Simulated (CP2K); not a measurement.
Consider trifluoromethylacetonitrile at its PBE geometry (Å).

```xyz
9

N     2.4962   -0.8178    0.2152
C     1.5361   -0.1764    0.0834
C     0.3119    0.5976   -0.0806
C    -0.9212   -0.3026    0.0102
F    -0.9956   -0.9204    1.2116
F    -2.0617    0.4240   -0.1417
F    -0.9063   -1.2692   -0.9435
H     0.3053    1.1004   -1.0574
H     0.2352    1.3644    0.7028
```

Method: CP2K XAS_TDP, all-electron GAPW, PBEh(45%), aug-cc-pVDZ, TDA, GW2X-corrected core level, no relativity.

Where do the C K-edge lines lie, and how strong are they?

Leading lines: C2 289.21 eV, C3 291.68 eV and C4 297.14 eV. The leading line of an atom is its first one with 35 % of the strongest within 2.5 eV of its lowest line over the strength cut. Core ionisation energies at this level: C3 295.08, C4 300.92 and C2 294.64 eV.

The first six lines of each atom with a strength over 0.0015:

```tsv
atom	energy (eV)	states	strength, one atom	above the computed threshold
C2 (bonded to C and N)	289.21	1	0.0508	
	289.35	1	0.0545	
	293.75	1	0.0057	
	293.95	1	0.0022	
	294.18	1	0.0073	
	294.64	1	0.0023	yes
C3 (bonded to 2 C and 2 H)	291.68	1	0.0125	
	292.03	1	0.0147	
	293.41	1	0.0311	
	293.43	1	0.0156	
	294.26	1	0.0053	
	294.42	1	0.0042	
C4 (bonded to C and 3 F)	297.14	1	0.0768	
	297.37	1	0.0849	
	298.17	1	0.0522	
	298.97	1	0.0024	
	299.75	1	0.0155	
	300.72	1	0.0146
```

Lines are vertical, at one geometry, with no vibrational structure. GW2X ionisation energies and lines can be off by 1 to 2 eV either way, and a good line position may hide errors that cancel. These values hold no scalar relativity, about 0.1 eV for C 1s. Rydberg lines, and the discretised continuum above threshold, depend on the basis and the box.

[Banner, clock and machine lines of the logs are left out without a mark of their own.]

[Logs are printed without paths, hosts, clocks, repeated set-up lines and the standing remarks that a program may print on its own settings, such as how far it seeks lower states.]

[Hosts, paths, dates, database ids (printed as entryN), source tags and the programs' standing remarks are cut or masked in the printed files.]
